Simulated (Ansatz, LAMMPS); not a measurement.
**Elastic response of amorphous carbon at 2.60 g/cm^3 (96 atoms)**

How stiff is amorphous carbon at 2.60 g/cm^3 (96 atoms)?

Method: Kohn-Sham DFT, PBE, PAW (set soft_2), plane waves, in Ansatz 0.2.0.

### Step 1. The starting structure

The cell holds 96 atoms: 96 C. Its edges and angles: a = 9.030 Å, b = 9.030 Å, c = 9.030 Å, α = 90.0°, β = 90.0°, γ = 90.0°. 96 atoms (96 C) placed at random at 2.6 g/cm³, melted at 6000 K for 10 ps at fixed volume with the LCBOP (Los and Fasolino, Phys. Rev. B 68, 024107 (2003)). Quenched from 6000 K to 300 K at 200 K/ps and fixed volume, held 5 ps, then minimised at fixed cell.

Limits known from the start: The quench rate of 200 K/ps is many orders above laboratory rates, so the cell is likely richer in defects and strain than a real sample. The starting topology of bonds comes from the classical model, and needn't be the one that DFT or experiment would give.

### Step 2. Single point at the start

The forces at the start show how far the geometry lies from a minimum of this functional.

input.yaml

```yaml
crystal:
  lattice:
    - [9.0304, 0.0, 0.0]
    - [0.0, 9.0304, 0.0]
    - [0.0, 0.0, 9.0304]
  atoms:
    - { symbol: C, position: [0.95479, 0.21379, 0.91269] }
    - { symbol: C, position: [0.36608, 0.33393, 0.88456] }
    - { symbol: C, position: [0.56266, 0.34236, 0.65545] }
    - { symbol: C, position: [0.98193, 0.5038, 0.88118] }
    - { symbol: C, position: [0.27456, 0.24062, 0.50434] }
    - { symbol: C, position: [0.96128, 0.49161, 0.45395] }
    - { symbol: C, position: [0.01092, 0.75099, 0.0338] }
    - { symbol: C, position: [0.27171, 0.71852, 0.02932] }
    - { symbol: C, position: [0.28116, 0.59958, 0.68206] }
    - { symbol: C, position: [0.24747, 0.97255, 0.79704] }
    - { symbol: C, position: [0.12667, 0.12986, 0.11072] }
    - { symbol: C, position: [0.15372, 0.58087, 0.29054] }
    - { symbol: C, position: [0.75066, 0.83627, 0.95017] }
    - { symbol: C, position: [0.21611, 0.12543, 0.79793] }
    - { symbol: C, position: [0.28322, 0.95702, 0.48869] }
    - { symbol: C, position: [0.17056, 0.44517, 0.21359] }
    - { symbol: C, position: [0.7918, 0.45402, 0.66338] }
    - { symbol: C, position: [0.72405, 0.31473, 0.65527] }
    - { symbol: C, position: [0.32754, 0.45872, 0.97413] }
    - { symbol: C, position: [0.19426, 0.31626, 0.62143] }
    - { symbol: C, position: [0.57768, 0.47149, 0.14263] }
    - { symbol: C, position: [0.14566, 0.78997, 0.97185] }
    - { symbol: C, position: [0.82245, 0.18613, 0.67508] }
    - { symbol: C, position: [0.03383, 0.61597, 0.38815] }
    - { symbol: C, position: [0.91852, 0.36743, 0.93752] }
    - { symbol: C, position: [0.09028, 0.10089, 0.3763] }
    - { symbol: C, position: [0.99936, 0.87414, 0.75735] }
    - { symbol: C, position: [0.61475, 0.8055, 0.69295] }
    - { symbol: C, position: [0.6567, 0.6715, 0.6263] }
    - { symbol: C, position: [0.11528, 0.20606, 0.70899] }
    - { symbol: C, position: [0.10349, 0.19036, 0.25106] }
    - { symbol: C, position: [0.68322, 0.61989, 0.34803] }
    - { symbol: C, position: [0.27052, 0.11639, 0.04978] }
    - { symbol: C, position: [0.78115, 0.68061, 0.94572] }
    - { symbol: C, position: [0.96748, 0.87909, 0.47154] }
    - { symbol: C, position: [0.52146, 0.98942, 0.01695] }
    - { symbol: C, position: [0.58979, 0.16757, 0.25731] }
    - { symbol: C, position: [0.93235, 0.63728, 0.95902] }
    - { symbol: C, position: [0.06529, 0.33875, 0.26024] }
    - { symbol: C, position: [0.98614, 0.10842, 0.03482] }
    - { symbol: C, position: [0.96354, 0.19066, 0.7543] }
    - { symbol: C, position: [0.48263, 0.39888, 0.53049] }
    - { symbol: C, position: [0.93292, 0.38384, 0.33853] }
    - { symbol: C, position: [0.44704, 0.38953, 0.19247] }
    - { symbol: C, position: [0.70078, 0.09474, 0.34789] }
    - { symbol: C, position: [0.6523, 0.47061, 0.99484] }
    - { symbol: C, position: [0.3641, 0.89762, 0.19983] }
    - { symbol: C, position: [0.43654, 0.95065, 0.4491] }
    - { symbol: C, position: [0.28501, 0.66238, 0.29905] }
    - { symbol: C, position: [0.61287, 0.62331, 0.48508] }
    - { symbol: C, position: [0.93252, 0.48652, 0.60997] }
    - { symbol: C, position: [0.39513, 0.93384, 0.76353] }
    - { symbol: C, position: [0.49082, 0.30207, 0.79096] }
    - { symbol: C, position: [0.4661, 0.79386, 0.76023] }
    - { symbol: C, position: [0.79503, 0.37398, 0.26376] }
    - { symbol: C, position: [0.72125, 0.75006, 0.27566] }
    - { symbol: C, position: [0.87151, 0.77423, 0.25505] }
    - { symbol: C, position: [0.40768, 0.29362, 0.44106] }
    - { symbol: C, position: [0.58483, 0.12499, 0.97269] }
    - { symbol: C, position: [0.34109, 0.61157, 0.9381] }
    - { symbol: C, position: [0.54391, 0.15498, 0.82121] }
    - { symbol: C, position: [0.30954, 0.75508, 0.17635] }
    - { symbol: C, position: [0.30662, 0.42454, 0.12895] }
    - { symbol: C, position: [0.28436, 0.20075, 0.91689] }
    - { symbol: C, position: [0.37859, 0.65921, 0.79338] }
    - { symbol: C, position: [0.84464, 0.04956, 0.28599] }
    - { symbol: C, position: [0.70372, 0.56391, 0.72881] }
    - { symbol: C, position: [0.90017, 0.00654, 0.13276] }
    - { symbol: C, position: [0.68547, 0.49009, 0.26306] }
    - { symbol: C, position: [0.47553, 0.54942, 0.48145] }
    - { symbol: C, position: [0.68201, 0.57855, 0.88536] }
    - { symbol: C, position: [0.66814, 0.06594, 0.49823] }
    - { symbol: C, position: [0.96035, 0.75262, 0.37957] }
    - { symbol: C, position: [0.76355, 0.05039, 0.61989] }
    - { symbol: C, position: [0.61562, 0.84665, 0.21756] }
    - { symbol: C, position: [0.64713, 0.18887, 0.10876] }
    - { symbol: C, position: [0.21641, 0.09737, 0.46519] }
    - { symbol: C, position: [0.47121, 0.26985, 0.29751] }
    [... 12 atom lines left out ...]
    - { symbol: C, position: [0.35446, 0.64099, 0.43714] }
    - { symbol: C, position: [0.37677, 0.00185, 0.08421] }
    - { symbol: C, position: [0.52439, 0.03349, 0.54894] }
    - { symbol: C, position: [0.63049, 0.88183, 0.05799] }
    - { symbol: C, position: [0.93338, 0.84748, 0.13169] }
    - { symbol: C, position: [0.2051, 0.83751, 0.56026] }
kpoints:
  mp_grid: { grid: [2, 2, 2] }
hamiltonian:
  xc: pbe
scf:
  occupations: { method: gaussian, width: 0.05 }
output:
  forces: true
```

Command:

```sh
ansatz run input.yaml --threads 4 --pin off --max-ram 8192MiB --backend cpu --events-out ev --progress --plain --runs-dir out
```

Numbers of over 12 decimals in the logs are rounded to 6 here.

Log:

```text
Engine: ansatz 0.2.0, x86_64-unknown-linux-gnu
Pseudopotentials: kind: paw
Pseudopotential: C, paw, valence charge 4, recommended cutoff 420 eV (normal), C.paw.azcp
[... 5 lines on functional and potentials left out ...]
Crystal: 96 atoms, lattice volume = 736.412 Å³
Basis set: ecut = 420 eV, 14363 PW (Γ), exchange–correlation on 128×128×128 points (8 copies of the dense FFT grid, shifted against one another)
Bands: 288, of which v1, the nominal top of the filled ones, is band 192 counted from 1 (191 counted from 0)
Symmetry: 1 space group operations
Space group: P1 (ITA 1), of the structure as read, at distance tolerance 9.0e-5 Å
k-points: 8
[... 3 lines on functional and potentials left out ...]
Initial density: superposition of atomic densities (neutral atoms: chi_scale 0, normalization atom), corrected by the library's trained network
Initial wavefunctions: pseudopotential atomic-orbital guess
Functional: x = pbe(κ = 0.804, μ = 0.219515), c = pbe(β = 0.066725)
SCF iter   1: F=—  HF=-23995.296486 eV  |F-HF|=—  |Δ(HF+E_count)|=         —  Δρ=1.49e-2  dr2=1.90e0  ethr=1.77e-3  ⟨swp⟩=5.0  Hψ=9308  notcnv=0  defer=572
preconditioner: auto → Kerker (q_TF=auto, 2.448 Å⁻¹)  [metal: Δε(μ)=0.018 eV  Ē_g=14.728 eV  σ=0.050 eV  W_gap=0.20  n_scr=178 (ndim 8)  ℏωp=26.8 eV  f_vac=0.007  D(μ)=21.04/eV (n_scr^D=146)]
SCF iter   2: F=—  HF=-23995.101542 eV  |F-HF|=—  |Δ(HF+E_count)|=   1.95e-1  Δρ=7.94e-3  dr2=6.68e-1  ethr=4.95e-4  ⟨swp⟩=1.0  Hψ=2656  notcnv=0  defer=572
SCF iter   3: F=—  HF=-23995.004337 eV  |F-HF|=—  |Δ(HF+E_count)|=   9.72e-2  Δρ=1.39e-3  dr2=3.33e-2  ethr=1.74e-4  ⟨swp⟩=3.0  Hψ=2934  notcnv=0  defer=573
SCF iter   4: F=—  HF=-23995.002117 eV  |F-HF|=—  |Δ(HF+E_count)|=   2.22e-3  Δρ=4.46e-4  dr2=3.83e-3  ethr=8.66e-6  ⟨swp⟩=3.0  Hψ=2949  notcnv=0  defer=573
SCF iter   5: F=—  HF=-23995.002054 eV  |F-HF|=—  |Δ(HF+E_count)|=   6.29e-5  Δρ=1.88e-4  dr2=6.65e-4  ethr=9.96e-7  ⟨swp⟩=2.6  Hψ=2676  notcnv=0  defer=573
SCF iter   6: F=—  HF=-23995.002088 eV  |F-HF|=—  |Δ(HF+E_count)|=   3.39e-5  Δρ=6.74e-5  dr2=9.56e-5  ethr=1.73e-7  ⟨swp⟩=2.4  Hψ=2392  notcnv=0  defer=573
SCF iter   7: F=—  HF=-23995.003390 eV  |F-HF|=—  |Δ(HF+E_count)|=   1.30e-3  Δρ=2.07e-5  dr2=9.52e-6  ethr=2.49e-8  ⟨swp⟩=2.2  Hψ=3238  notcnv=0  defer=699
SCF iter   8: F=—  HF=-23995.003393 eV  |F-HF|=—  |Δ(HF+E_count)|=   2.47e-6  Δρ=6.87e-6  dr2=1.07e-6  ethr=2.48e-9  ⟨swp⟩=2.1  Hψ=2713  notcnv=0  defer=699
SCF iter   9: F=—  HF=-23995.003393 eV  |F-HF|=—  |Δ(HF+E_count)|=   2.52e-7  Δρ=2.31e-6  dr2=1.22e-7  ethr=2.78e-10  ⟨swp⟩=2.4  Hψ=2978  notcnv=0  defer=699
SCF iter  10: F=-23995.003393 eV  HF=-23995.003393 eV  |F-HF|=2.98e-9  |Δ(HF+E_count)|=   2.00e-8  Δρ=7.67e-7  dr2=1.25e-8  ethr=2.60e-11  ⟨swp⟩=3.2  Hψ=5416  notcnv=0
SCF 1 converged in 10 iterations: F = -23995.003393 eV  dr2 = 1.25e-8
  greatest PAW one-centre occupation: 0.694 electrons in one spin orbital (limit 2), on the C atom at site 56 (counted from 0), in its partial waves of l = 0
SCF converged after 10 iterations
Free energy (F): -23995.003393 eV
Harris-Foulkes:  -23995.003393 eV  (|F-HF|=2.98e-9)
Internal energy: -23994.975993 eV  (E = F + TS)
E sigma→0 (E₀):  -23994.989693 eV
Entropy (-TS):   -0.027400 eV (-0.285 meV/atom)
Fermi energy:    8.756259 eV
--- Per-component energies (eV) ---
  E_band       = -87.442498
  E_kinetic    = 8760.438412
  E_local      = -11711.278774  (includes V_loc(G=0)·N_el)
  E_nonlocal   = 2635.028540
  E_hartree    = 3292.244268
  E_xc         = -4611.166834
  E_vxc        = -5712.496541  (∫ρ·V_xc dr)
  E_paw        = -9529.792086  (= ΣΔE_a)
  E_vpaw       = -643.624221  (= ΣTr[D̂ρ^β])
  E_aug_tail   = 0.000709  (compensation charges beyond the density's cutoff)
  E_ewald      = -12830.450228
  E_smearing   = -0.027400  (= −TS)
  E_closure    = -0.000000  (closes the sum)
  Σ components = -23995.003393   (vs F -23995.003393, Δ=0.00e0)
--- Forces (eV/Å), atoms counted from 1 ---
  atom   1  C      0.06256510    -1.67914918     1.13328606
  atom   2  C     -0.49204732     1.23965587     0.55305816
  atom   3  C     -0.46925809     0.02799257     1.54728151
  atom   4  C     -0.03665302    -1.01748062     0.22791245
  atom   5  C      3.10042432     1.43337535    -0.37151220
  atom   6  C     -0.11350434     0.24160210     0.37343689
  atom   7  C     -1.82376527    -1.07053323     0.27318873
  atom   8  C     -0.27709102     0.54528181    -0.03050096
  atom   9  C      2.10610542     0.07011661     2.45235202
  atom  10  C      0.81143228    -1.63393044    -0.10538425
  atom  11  C      0.10153898    -0.59632746    -1.26072959
  atom  12  C     -1.00146114    -1.77134165    -1.27572370
  atom  13  C      0.79228528    -1.05168913     1.67122236
  atom  14  C      0.90309389     1.00138434     0.88818614
[...]
atom  95  C     -0.74005745     3.21147362    -0.43728275
  atom  96  C      0.45217323     0.76858527    -1.86770884
  max |Σ_I F_I| component: 3.21e-5 eV/Å
```

It took 16 s on 4 threads of AMD EPYC 9R45 (Zen 5), shared host; peak memory 4.7 GiB; 41 s of CPU time.

The r.m.s. force at the start is 1.3 eV/Å.

[end of part 1 of 3]

[Logs are printed without paths, hosts, clocks, repeated set-up lines and the standing remarks that a program may print on its own settings, such as how far it seeks lower states.]

[Hosts, paths, dates, database ids (printed as entryN), source tags and the programs' standing remarks are cut or masked in the printed files.]
